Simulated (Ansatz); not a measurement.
# How fast states decay through MgCd3O4

A new crystal, MgCd3O4: structure, gap and complex bands. It is built by putting Cd for Zn in the MgZn3O4 structure of space group Cm, with the volume rescaled by atomic radii. The parent structure comes from the Materials Project.

Calculated with Ansatz 0.2.0; r2SCAN DFT, plane waves, PAW files, in the first sound run; inputs show where later runs differ.

The structure was built from a prototype and need not be the compound's stable phase.

## Step 1: Starting point

The structure is monoclinic, space group Cm (No. 8). The conventional cell has a = 12.453 Å, b = 3.436 Å, c = 5.928 Å, α = 90.00°, β = 118.40°, γ = 90.00°. Nearest to Mg lie 4 O at 2.07 to 2.08 Å. Cd has 4 O at 2.08 to 2.10 Å nearest. Nearest to Cd lie 4 O at 2.09 Å. Cd has 4 O at 2.08 to 2.09 Å nearest. O has 1 Mg at 2.08 Å and 3 Cd at 2.08 to 2.09 Å nearest. Nearest to O lie 4 Cd at 2.09 to 2.10 Å. It derives from MgZn3O4. Cd for Zn in the MgZn3O4 structure of space group Cm. Farther neighbours and most contacts between anions are not listed.

## Step 2: Cell and atoms at rest

The substituted atoms don't fit the parent's cell, so cell and atoms relax together. A small smearing keeps the run stable in case the gap closes on the way.

File input.yaml:

```yaml
crystal:
  lattice:
    - [6.2264927551, -1.7178833158, 0.0]
    - [6.2264927551, 1.7178833158, 0.0]
    - [-2.8200131673, 0.0, 5.2148105364]
  atoms:
    - { symbol: Mg, position: [0.74868381, 0.74868381, 0.08004585] }
    - { symbol: Cd, position: [0.24936905, 0.24936905, 0.58427846] }
    - { symbol: Cd, position: [0.50073319, 0.50073319, 0.169808] }
    - { symbol: Cd, position: [0.00016392, 0.00016392, 0.66486491] }
    - { symbol: O, position: [0.93863828, 0.93863828, 0.27112569] }
    - { symbol: O, position: [0.44150623, 0.44150623, 0.77489242] }
    - { symbol: O, position: [0.1912921, 0.1912921, 0.85998319] }
    - { symbol: O, position: [0.69165441, 0.69165441, 0.35708446] }
kpoints:
  mp_grid: { grid: [6, 6, 4] }
scf:
  occupations: { method: gaussian, width: 0.03 }
hamiltonian:
  xc: r2scan
output:
  forces: true
  stress: true
relax:
  f_tol: 0.02
  max_steps: 60
  cell: {}
```

On the command line:

```
> ansatz run input.yaml --threads 2 --pin off --max-ram 4096MiB --backend cpu --events-out ev --progress --plain --runs-dir out
```

Numbers of over 12 decimals in the logs are rounded to 6 here.

The program printed:

```text
Engine: ansatz 0.2.0, aarch64-unknown-linux-gnu
Pseudopotentials: kind: paw
Pseudopotential: Mg, paw, valence charge 10, recommended cutoff 500 eV (meta_gga), Mg.paw.azcp
Pseudopotential: Cd, paw, valence charge 20, recommended cutoff 500 eV (meta_gga), Cd.paw.azcp
Pseudopotential: O, paw, valence charge 6, recommended cutoff 500 eV (meta_gga), O.paw.azcp
Functional definition: r2SCAN
  parameter k0 = 0.174
  parameter k1 = 0.065
  parameter a1 = 4.9479
  exchange = r2scan_x(k0 = k0, k1 = k1, a1 = a1)
  correlation = r2scan_c
Crystal: 8 atoms, lattice volume = 111.559 Å³
Basis set: ecut = 500 eV, 2851 PW (Γ), exchange–correlation on 192×192×180 points (64 copies of the dense FFT grid, shifted against one another)
Bands: 57, of which v1, the nominal top of the filled ones, is band 47 counted from 1 (46 counted from 0)
Symmetry: 2 space group operations
Space group: Cm (ITA 8), of the structure as read, at distance tolerance 4.8e-5 Å
k-points: 47 of 144 (time reversal used)
Non-local potential: Mg, projectors of the file, l = 0: 3, l = 1: 2, l = 2: 1
Non-local potential: Cd, projectors of the file, l = 0: 3, l = 1: 2, l = 2: 2, l = 3: 1
Non-local potential: O, projectors of the file, l = 0: 2, l = 1: 2, l = 2: 1
PAW form: soft (Blöchl's): semilocal exchange-correlation on the pseudo side does not see the compensation charge
PAW frozen core: Mg, regenerated for the run's functional (the file was generated under x = pbe(κ = 0.804, μ = 0.219515), c = pbe(β = 0.066725))
PAW frozen core: Cd, regenerated for the run's functional (the file was generated under x = pbe(κ = 0.804, μ = 0.219515), c = pbe(β = 0.066725))
PAW frozen core: O, regenerated for the run's functional (the file was generated under x = pbe(κ = 0.804, μ = 0.219515), c = pbe(β = 0.066725))
PAW one-centre angular grid: Mg, 302 points (default); XC on 224 Gauss nodes
PAW one-centre angular grid: Cd, 590 points (default); XC on 160 Gauss nodes
PAW one-centre angular grid: O, 302 points (default); XC on 160 Gauss nodes
Initial density: superposition of atomic densities (neutral atoms: chi_scale 0, normalization atom), corrected by the library's trained network
Initial wavefunctions: pseudopotential atomic-orbital guess
Functional: x = r2scan, c = r2scan; τ floored in thin density (d = 2e-4 eV/Å³)
SCF iter   1: F=—  HF=-29006.472119 eV  |F-HF|=—  |Δ(HF+E_count)|=         —  Δρ=1.06e-2  dr2=1.09e-1  dr2_τ=2.90e-1  ethr=1.77e-3  ⟨swp⟩=6.1  Hψ=9411  notcnv=0  defer=10
preconditioner: auto → Resta (q_TF=auto, 2.652 Å⁻¹)  ε∞=4.6  [insulator: Δε(μ)=0.779 eV  Ē_g=14.633 eV  σ=0.030 eV  W_gap=1.00  n_scr=38 (ndim 8)  ℏωp=27.7 eV  f_vac=0.087  D(μ)=0.00/eV (n_scr^D=0)  ε∞_Penn≈4.6]
SCF iter   2: F=—  HF=-29006.606901 eV  |F-HF|=—  |Δ(HF+E_count)|=   1.35e-1  Δρ=5.36e-3  dr2=1.91e-2  dr2_τ=3.60e-3  ethr=1.16e-4  ⟨swp⟩=3.0  Hψ=5147  notcnv=0  defer=176
SCF iter   3: F=—  HF=-29006.608222 eV  |F-HF|=—  |Δ(HF+E_count)|=   1.32e-3  Δρ=1.85e-3  dr2=2.58e-3  dr2_τ=4.03e-4  ethr=2.03e-5  ⟨swp⟩=2.3  Hψ=3649  notcnv=0  defer=129
automatic band count: iteration 3 solves 56 bands in place of 57: the levels show a gap, and the empty bands left out lie too high to hold charge; the band table lists the bands solved (type scf.n_extra_bands for more)
SCF iter   4: F=—  HF=-29006.608280 eV  |F-HF|=—  |Δ(HF+E_count)|=   5.79e-5  Δρ=7.22e-4  dr2=4.87e-4  dr2_τ=9.20e-5  ethr=2.75e-6  ⟨swp⟩=2.0  Hψ=4018  notcnv=0  defer=129
SCF iter   5: F=—  HF=-29006.608229 eV  |F-HF|=—  |Δ(HF+E_count)|=   5.10e-5  Δρ=1.95e-4  dr2=3.02e-5  dr2_τ=4.49e-6  ethr=5.18e-7  ⟨swp⟩=2.0  Hψ=3960  notcnv=0  defer=129
SCF iter   6: F=—  HF=-29006.608198 eV  |F-HF|=—  |Δ(HF+E_count)|=   3.09e-5  Δρ=6.93e-5  dr2=4.33e-6  dr2_τ=5.02e-7  ethr=3.22e-8  ⟨swp⟩=2.0  Hψ=3941  notcnv=0  defer=129
SCF iter   7: F=—  HF=-29006.608198 eV  |F-HF|=—  |Δ(HF+E_count)|=   3.40e-7  Δρ=2.48e-5  dr2=5.29e-7  dr2_τ=8.50e-8  ethr=4.60e-9  ⟨swp⟩=2.0  Hψ=3938  notcnv=0  defer=129
SCF iter   8: F=-29006.608198 eV  HF=-29006.608198 eV  |F-HF|=4.32e-9  |Δ(HF+E_count)|=   1.47e-8  Δρ=7.94e-6  dr2=6.92e-8  dr2_τ=7.40e-9  ethr=1.06e-10  ⟨swp⟩=4.0  Hψ=8695  notcnv=0
SCF 1 converged in 8 iterations: F = -29006.608198 eV  dr2 = 6.92e-8
  greatest PAW one-centre occupation: 1.002 electrons in one spin orbital (limit 2), on the Cd atom at site 3 (counted from 0), in its partial waves of l = 1
relax step   1: F+E_penalty+E_count = -29006.60819847 eV  Δ(F+E_penalty+E_count) = +0.000e0 eV  max|allowed force component| = 2.554e0 eV/Å  Δτ_max = 0.0000 Å  P = +13.870 GPa  Ω = 111.559 Å³  (8 SCF iters, dr2 threshold 1.00e-7 eV, accepted)
Crystal: 8 atoms, lattice volume = 120.888 Å³
Basis set: ecut = 500 eV, 3065 PW (Γ), exchange–correlation on 192×192×180 points (64 copies of the dense FFT grid, shifted against one another)
Initial density: handed on by an earlier stage of this run
Initial wavefunctions: those handed on with the density
iter 1 solved again at ethr=1.17e-4 eV; its pass at ethr=3.10e-3 eV (dr2=1.10e-1 eV) is discarded
SCF iter   1: F=—  HF=-29006.463999 eV  |F-HF|=—  |Δ(HF+E_count)|=         —  Δρ=1.19e-2  dr2=1.09e-1  dr2_τ=2.54e0  ethr=1.17e-4  ⟨swp⟩=2.0  Hψ=11216  notcnv=0
automatic band count: iteration 1 solves 54 bands in place of 57: the levels show a gap, and the empty bands left out lie too high to hold charge; the band table lists the bands solved (type scf.n_extra_bands for more)
preconditioner: auto → Resta (q_TF=auto, 2.616 Å⁻¹)  ε∞=5.4  [insulator: Δε(μ)=0.595 eV  Ē_g=12.668 eV  σ=0.030 eV  W_gap=1.00  n_scr=38 (ndim 8)  ℏωp=26.6 eV  f_vac=0.130  D(μ)=0.00/eV (n_scr^D=0)  ε∞_Penn≈5.4]
SCF iter   2: F=—  HF=-29007.438633 eV  |F-HF|=—  |Δ(HF+E_count)|=   9.75e-1  Δρ=5.99e-3  dr2=3.63e-2  dr2_τ=2.32e-3  ethr=1.16e-4  ⟨swp⟩=3.1  Hψ=5412  notcnv=0
SCF iter   3: F=—  HF=-29007.439728 eV  |F-HF|=—  |Δ(HF+E_count)|=   1.09e-3  Δρ=5.16e-3  dr2=2.20e-2  dr2_τ=3.38e-3  ethr=3.86e-5  ⟨swp⟩=2.2  Hψ=4336  notcnv=0
SCF iter   4: F=—  HF=-29007.434761 eV  |F-HF|=—  |Δ(HF+E_count)|=   4.97e-3  Δρ=1.54e-3  dr2=1.99e-3  dr2_τ=1.07e-4  ethr=2.34e-5  ⟨swp⟩=2.0  Hψ=4268  notcnv=0
SCF iter   5: F=—  HF=-29007.434857 eV  |F-HF|=—  |Δ(HF+E_count)|=   9.66e-5  Δρ=5.23e-4  dr2=3.28e-4  dr2_τ=4.26e-5  ethr=2.11e-6  ⟨swp⟩=2.1  Hψ=3901  notcnv=0
SCF iter   6: F=—  HF=-29007.434798 eV  |F-HF|=—  |Δ(HF+E_count)|=   5.93e-5  Δρ=2.50e-4  dr2=6.69e-5  dr2_τ=9.90e-6  ethr=3.49e-7  ⟨swp⟩=2.0  Hψ=4005  notcnv=0
SCF iter   7: F=—  HF=-29007.434796 eV  |F-HF|=—  |Δ(HF+E_count)|=   2.24e-6  Δρ=7.51e-5  dr2=5.72e-6  dr2_τ=7.09e-7  ethr=7.12e-8  ⟨swp⟩=2.0  Hψ=3890  notcnv=0
[...]
preconditioner: auto → Resta (q_TF=auto, 2.616 Å⁻¹)  ε∞=5.3  [insulator: Δε(μ)=0.702 eV  Ē_g=12.789 eV  σ=0.030 eV  W_gap=1.00  n_scr=38 (ndim 8)  ℏωp=26.6 eV  f_vac=0.109  D(μ)=0.00/eV (n_scr^D=0)  ε∞_Penn≈5.3]
SCF iter   2: F=—  HF=-29007.483515 eV  |F-HF|=—  |Δ(HF+E_count)|=   7.04e-2  Δρ=2.30e-3  dr2=3.27e-3  dr2_τ=5.04e-4  ethr=2.02e-5  ⟨swp⟩=3.0  Hψ=5255  notcnv=0
SCF iter   3: F=—  HF=-29007.483818 eV  |F-HF|=—  |Δ(HF+E_count)|=   3.02e-4  Δρ=7.95e-4  dr2=5.55e-4  dr2_τ=7.31e-5  ethr=3.48e-6  ⟨swp⟩=2.0  Hψ=3763  notcnv=0
SCF iter   4: F=—  HF=-29007.483851 eV  |F-HF|=—  |Δ(HF+E_count)|=   3.37e-5  Δρ=3.27e-4  dr2=1.32e-4  dr2_τ=1.59e-5  ethr=5.91e-7  ⟨swp⟩=2.0  Hψ=3986  notcnv=0
SCF iter   5: F=—  HF=-29007.483844 eV  |F-HF|=—  |Δ(HF+E_count)|=   6.90e-6  Δρ=1.10e-4  dr2=1.89e-5  dr2_τ=1.96e-6  ethr=1.41e-7  ⟨swp⟩=2.0  Hψ=3972  notcnv=0
SCF iter   6: F=—  HF=-29007.483843 eV  |F-HF|=—  |Δ(HF+E_count)|=   1.57e-6  Δρ=4.82e-5  dr2=2.61e-6  dr2_τ=2.65e-7  ethr=2.01e-8  ⟨swp⟩=2.0  Hψ=3868  notcnv=0
SCF iter   7: F=—  HF=-29007.483843 eV  |F-HF|=—  |Δ(HF+E_count)|=   2.56e-7  Δρ=3.23e-5  dr2=1.08e-6  dr2_τ=1.47e-7  ethr=8.51e-10  ⟨swp⟩=4.0  Hψ=8601  notcnv=0
SCF iter   8: F=-29007.483843 eV  HF=-29007.483843 eV  |F-HF|=1.30e-8  |Δ(HF+E_count)|=   1.73e-7  Δρ=6.19e-6  dr2=4.97e-8  dr2_τ=4.63e-9  ethr=8.51e-10  ⟨swp⟩=4.0  Hψ=8460  notcnv=0
SCF 3 converged in 8 iterations: F = -29007.483843 eV  dr2 = 4.97e-8
relax step   3: F+E_penalty+E_count = -29007.48384290 eV  Δ(F+E_penalty+E_count) = -4.905e-2 eV  max|allowed force component| = 9.194e-2 eV/Å  Δτ_max = 0.0559 Å  P = -0.140 GPa  Ω = 120.834 Å³  energy of the carried Pulay correction = -5.317e-3 eV  (8 SCF iters, dr2 threshold 8.00e-7 eV, accepted)
[...]
relax step   4: F+E_penalty+E_count = -29007.48651217 eV  Δ(F+E_penalty+E_count) = -2.669e-3 eV  max|allowed force component| = 2.654e-2 eV/Å  Δτ_max = 0.0274 Å  P = +0.040 GPa  Ω = 120.636 Å³  energy of the carried Pulay correction = -5.208e-3 eV  (8 SCF iters, dr2 threshold 5.28e-7 eV, accepted)
[...]
relax step   5: F+E_penalty+E_count = -29007.48665022 eV  Δ(F+E_penalty+E_count) = -1.380e-4 eV  max|allowed force component| = 3.790e-3 eV/Å  Δτ_max = 0.0043 Å  P = -0.003 GPa  Ω = 120.681 Å³  energy of the carried Pulay correction = -5.233e-3 eV  (6 SCF iters, dr2 threshold 4.40e-8 eV, accepted)
Basis set: ecut = 500 eV, 3037 PW (Γ), exchange–correlation on 200×200×180 points (64 copies of the dense FFT grid, shifted against one another)
Initial wavefunctions: pseudopotential atomic-orbital guess (no wavefunctions were taken with the density)
iter 1 solved again at ethr=6.09e-8 eV; its pass at ethr=3.10e-3 eV (dr2=5.72e-5 eV) is discarded
SCF iter   1: F=—  HF=-29007.492197 eV  |F-HF|=—  |Δ(HF+E_count)|=         —  Δρ=3.33e-4  dr2=8.54e-6  dr2_τ=5.55e-5  ethr=6.09e-8  ⟨swp⟩=3.6  Hψ=16643  notcnv=0
preconditioner: auto → Resta (q_TF=auto, 2.617 Å⁻¹)  ε∞=4.6  [insulator: Δε(μ)=0.735 eV  Ē_g=13.977 eV  σ=0.030 eV  W_gap=1.00  n_scr=38 (ndim 8)  ℏωp=26.6 eV  f_vac=0.108  D(μ)=0.00/eV (n_scr^D=0)  ε∞_Penn≈4.6]
SCF iter   2: F=—  HF=-29007.492248 eV  |F-HF|=—  |Δ(HF+E_count)|=   5.05e-5  Δρ=1.70e-4  dr2=2.31e-6  dr2_τ=1.42e-5  ethr=9.09e-9  ⟨swp⟩=2.0  Hψ=4016  notcnv=0
SCF iter   3: F=—  HF=-29007.492267 eV  |F-HF|=—  |Δ(HF+E_count)|=   1.90e-5  Δρ=2.01e-5  dr2=1.84e-7  dr2_τ=1.19e-7  ethr=2.45e-9  ⟨swp⟩=2.0  Hψ=4136  notcnv=0
SCF iter   4: F=—  HF=-29007.492267 eV  |F-HF|=—  |Δ(HF+E_count)|=   1.33e-7  Δρ=4.40e-6  dr2=7.66e-9  dr2_τ=5.31e-9  ethr=1.96e-10  ⟨swp⟩=2.0  Hψ=4136  notcnv=0
SCF iter   5: F=—  HF=-29007.492267 eV  |F-HF|=—  |Δ(HF+E_count)|=   3.51e-9  Δρ=1.49e-6  dr2=8.66e-10  dr2_τ=7.17e-10  ethr=8.15e-12  ⟨swp⟩=2.0  Hψ=4136  notcnv=0
SCF iter   6: F=—  HF=-29007.492267 eV  |F-HF|=—  |Δ(HF+E_count)|=  1.46e-10  Δρ=8.59e-7  dr2=7.75e-10  dr2_τ=1.09e-10  ethr=1.00e-12  ⟨swp⟩=2.0  Hψ=4136  notcnv=0
SCF iter   7: F=-29007.492267 eV  HF=-29007.492267 eV  |F-HF|=7.28e-12  |Δ(HF+E_count)|=  1.24e-10  Δρ=1.41e-7  dr2=2.48e-11  dr2_τ=4.57e-12  ethr=1.00e-12  ⟨swp⟩=2.6  Hψ=9060  notcnv=0
SCF 6 converged in 7 iterations: F = -29007.492267 eV  dr2 = 2.48e-11
relax step   6: F+E_penalty+E_count = -29007.49226682 eV  Δ(F+E_penalty+E_count) = -5.617e-3 eV  max|allowed force component| = 3.862e-3 eV/Å  Δτ_max = 0.0000 Å  P = +0.014 GPa  Ω = 120.681 Å³  stress off target by 2.41e-2 GPa  SCF on the basis re-selected at this cell (its energy is not comparable with the rows above)  (7 SCF iters)
basis re-selected at this cell: Δ(F+E_penalty+E_count) = -5.617e-3 eV, ΔP = +0.016 GPa vs the last step (what re-selecting the basis moved, of the pressure what is left beyond the Pulay correction that the steps carried, after the strain that the cell walked since its last selection, with what the two solves' SCF thresholds leave and, on support functions, any second-order correction that the steps lacked; it is no measure of the basis error at this ecutwfc). The dense FFT grid was sized anew with the basis: this SCF ran on 50×50×45 points, the steps before it on 48×48×45, so part of this shift can come from that change (see relax.cell in the input reference). [rest of the remark cut]
SCF converged after 7 iterations
Free energy (F): -29007.492267 eV
Harris-Foulkes:  -29007.492267 eV  (|F-HF|=7.28e-12)
Internal energy: -29007.492267 eV  (E = F + TS)
E sigma→0 (E₀):  -29007.492267 eV
Fermi energy:    8.355564 eV
--- Per-component energies (eV) ---
  E_band       = -1772.812103
  E_kinetic    = 2297.136247
  E_local      = -12938.308044  (includes V_loc(G=0)·N_el)
  E_nonlocal   = 394.785921
  E_hartree    = 5735.676990
  E_xc         = -825.504372
  E_vxc        = -1199.405353  (∫ρ·V_xc dr)
  E_paw        = -13258.015344  (= ΣΔE_a)
  E_vpaw       = -1880.072100  (= ΣTr[D̂ρ^β])
  E_aug_tail   = 0.004040  (compensation charges beyond the density's cutoff)
  E_vtau       = 81.693275  (kinetic-family band-sum trace: ∫τ·v_τ [+ j·A + Jᵃ·Aᵃ] dr)
  E_ewald      = -10411.419421
  E_core_change = -1.848284  (= ΣΔE_core)
  E_smearing   = -0.000000  (= −TS)
  E_closure    = -0.000000  (closes the sum)
  Σ components = -29007.492267   (vs F -29007.492267, Δ=0.00e0)
--- Forces (eV/Å), atoms counted from 1 ---
  atom   1  Mg    -0.00372111    -0.00000000    -0.00230312
  atom   2  Cd     0.00070136     0.00000000     0.00039431
  atom   3  Cd     0.00044905    -0.00000000    -0.00070705
  atom   4  Cd    -0.00052879    -0.00000000     0.00386181
  atom   5  O      0.00125478     0.00000000    -0.00298065
  atom   6  O      0.00168514     0.00000000    -0.00184906
  atom   7  O      0.00169212    -0.00000000     0.00251085
  atom   8  O     -0.00149676    -0.00000000     0.00106788
  max |Σ_I F_I| component: 3.58e-5 eV/Å
--- Stress (GPa, compression-positive) ---
        0.021246       0.000000      -0.004048
        0.000000       0.001355       0.000000
       -0.004050       0.000000       0.018482
  P = ⅓ Tr σ = 0.0137 GPa (0.137 kbar)
--- Relaxed structure (5 steps of the walk, 5 accepted, 1 SCFs on fresh bases) ---
  F+E_penalty+E_count = -29007.49226682 eV   max|allowed force component| = 3.862e-3 eV/Å   (the final SCF, on the basis selected at the relaxed cell)
  cell:  # Å, volume = 120.6808 Å³
    - [6.382530, -1.751825, -0.00466557]
    - [6.382530, 1.751825, -0.00466557]
    - [-2.894591, 6.1858499958861375e-18, 5.398772]
  atoms:
    - { symbol: Mg, position: [0.749808, 0.749808, 0.086081] }
    - { symbol: Cd, position: [0.247568, 0.247568, 0.579430] }
    - { symbol: Cd, position: [0.494122, 0.494122, 0.163049] }
    - { symbol: Cd, position: [0.00817205, 0.00817205, 0.669337] }
    - { symbol: O, position: [0.925608, 0.925608, 0.265887] }
    - { symbol: O, position: [0.441537, 0.441537, 0.771547] }
    - { symbol: O, position: [0.204954, 0.204954, 0.893658] }
    - { symbol: O, position: [0.690271, 0.690271, 0.333093] }
```

Elapsed: 2.6 min, on 2 threads of Arm Neoverse V1, shared host; peak memory 0.97 GiB; 5.1 min of CPU time.

Relaxation path:

```
step  energy less that of the first step (eV)  largest force component (eV/Å)  pressure (GPa)  volume (Å³)
   1                                   0.0000                          2.5544           13.87       111.56
   2                                  -0.8266                          0.5823            0.39       120.89
   3                                  -0.8756                          0.0919           -0.14       120.83
   4                                  -0.8783                          0.0265            0.04       120.64
   5                                  -0.8785                          0.0038            0.00       120.68
  6*                                  -0.8841                          0.0039            0.01       120.68
```

Relaxation steps marked * repeat the geometry before them on a plane-wave basis chosen anew for their cell, so energy and pressure can jump there.

Forces are held to the 2 operations that the run works with; a distortion that breaks them can't arise in this run.

```
     cell as run  before   after  change
           a (Å)   6.459   6.619  +2.5 %
           b (Å)   6.459   6.619  +2.5 %
           c (Å)   5.928   6.126  +3.3 %
           α (°)  117.29  117.15  -0.1 %
           β (°)  117.29  117.15  -0.1 %
           γ (°)   30.85   30.70  -0.5 %
volume (Å³/atom)   13.94   15.09  +8.2 %
```

The atoms that moved most (Å, as changes of fractional coordinates times the final cell):

```
atom      dx     dy      dz  length
  O7   0.077  0.000   0.182   0.197
  O5  -0.151  0.000  -0.028   0.154
  O8   0.052  0.000  -0.130   0.139
 Cd4   0.089  0.000   0.024   0.092
 Cd3  -0.065  0.000  -0.036   0.074
 Mg1  -0.003  0.000   0.033   0.033
 Cd2  -0.009  0.000  -0.026   0.028
  O6   0.010  0.000  -0.018   0.021
```

The relaxed structure:

```cif
data_structure
_symmetry_space_group_name_H-M 'P 1'
_symmetry_Int_Tables_number 1
_cell_length_a 6.6186
_cell_length_b 6.6186
_cell_length_c 6.1258
_cell_angle_alpha 117.148
_cell_angle_beta 117.148
_cell_angle_gamma 30.696
_cell_volume 120.68
loop_
_atom_site_label
_atom_site_type_symbol
_atom_site_fract_x
_atom_site_fract_y
_atom_site_fract_z
_atom_site_occupancy
Mg1 Mg 0.74981 0.74981 0.08608 1
Cd2 Cd 0.24757 0.24757 0.57943 1
Cd3 Cd 0.49412 0.49412 0.16305 1
Cd4 Cd 0.00817 0.00817 0.66934 1
O5 O 0.92561 0.92561 0.26589 1
O6 O 0.44154 0.44154 0.77155 1
O7 O 0.20495 0.20495 0.89366 1
O8 O 0.69027 0.69027 0.33309 1
```

This step gave:

```
free energy  : -29007.4923 eV
Fermi energy : 8.356 eV
pressure     : 0.01369 GPa
```

The largest force component on a free atom ends at 0.0039 eV/Å.

(Continued in part 2 of 3.)

[Logs are printed without paths, hosts, clocks, repeated set-up lines and the standing remarks that a program may print on its own settings, such as how far it seeks lower states.]

[Hosts, paths, dates, database ids (printed as entryN), source tags and the programs' standing remarks are cut or masked in the printed files.]
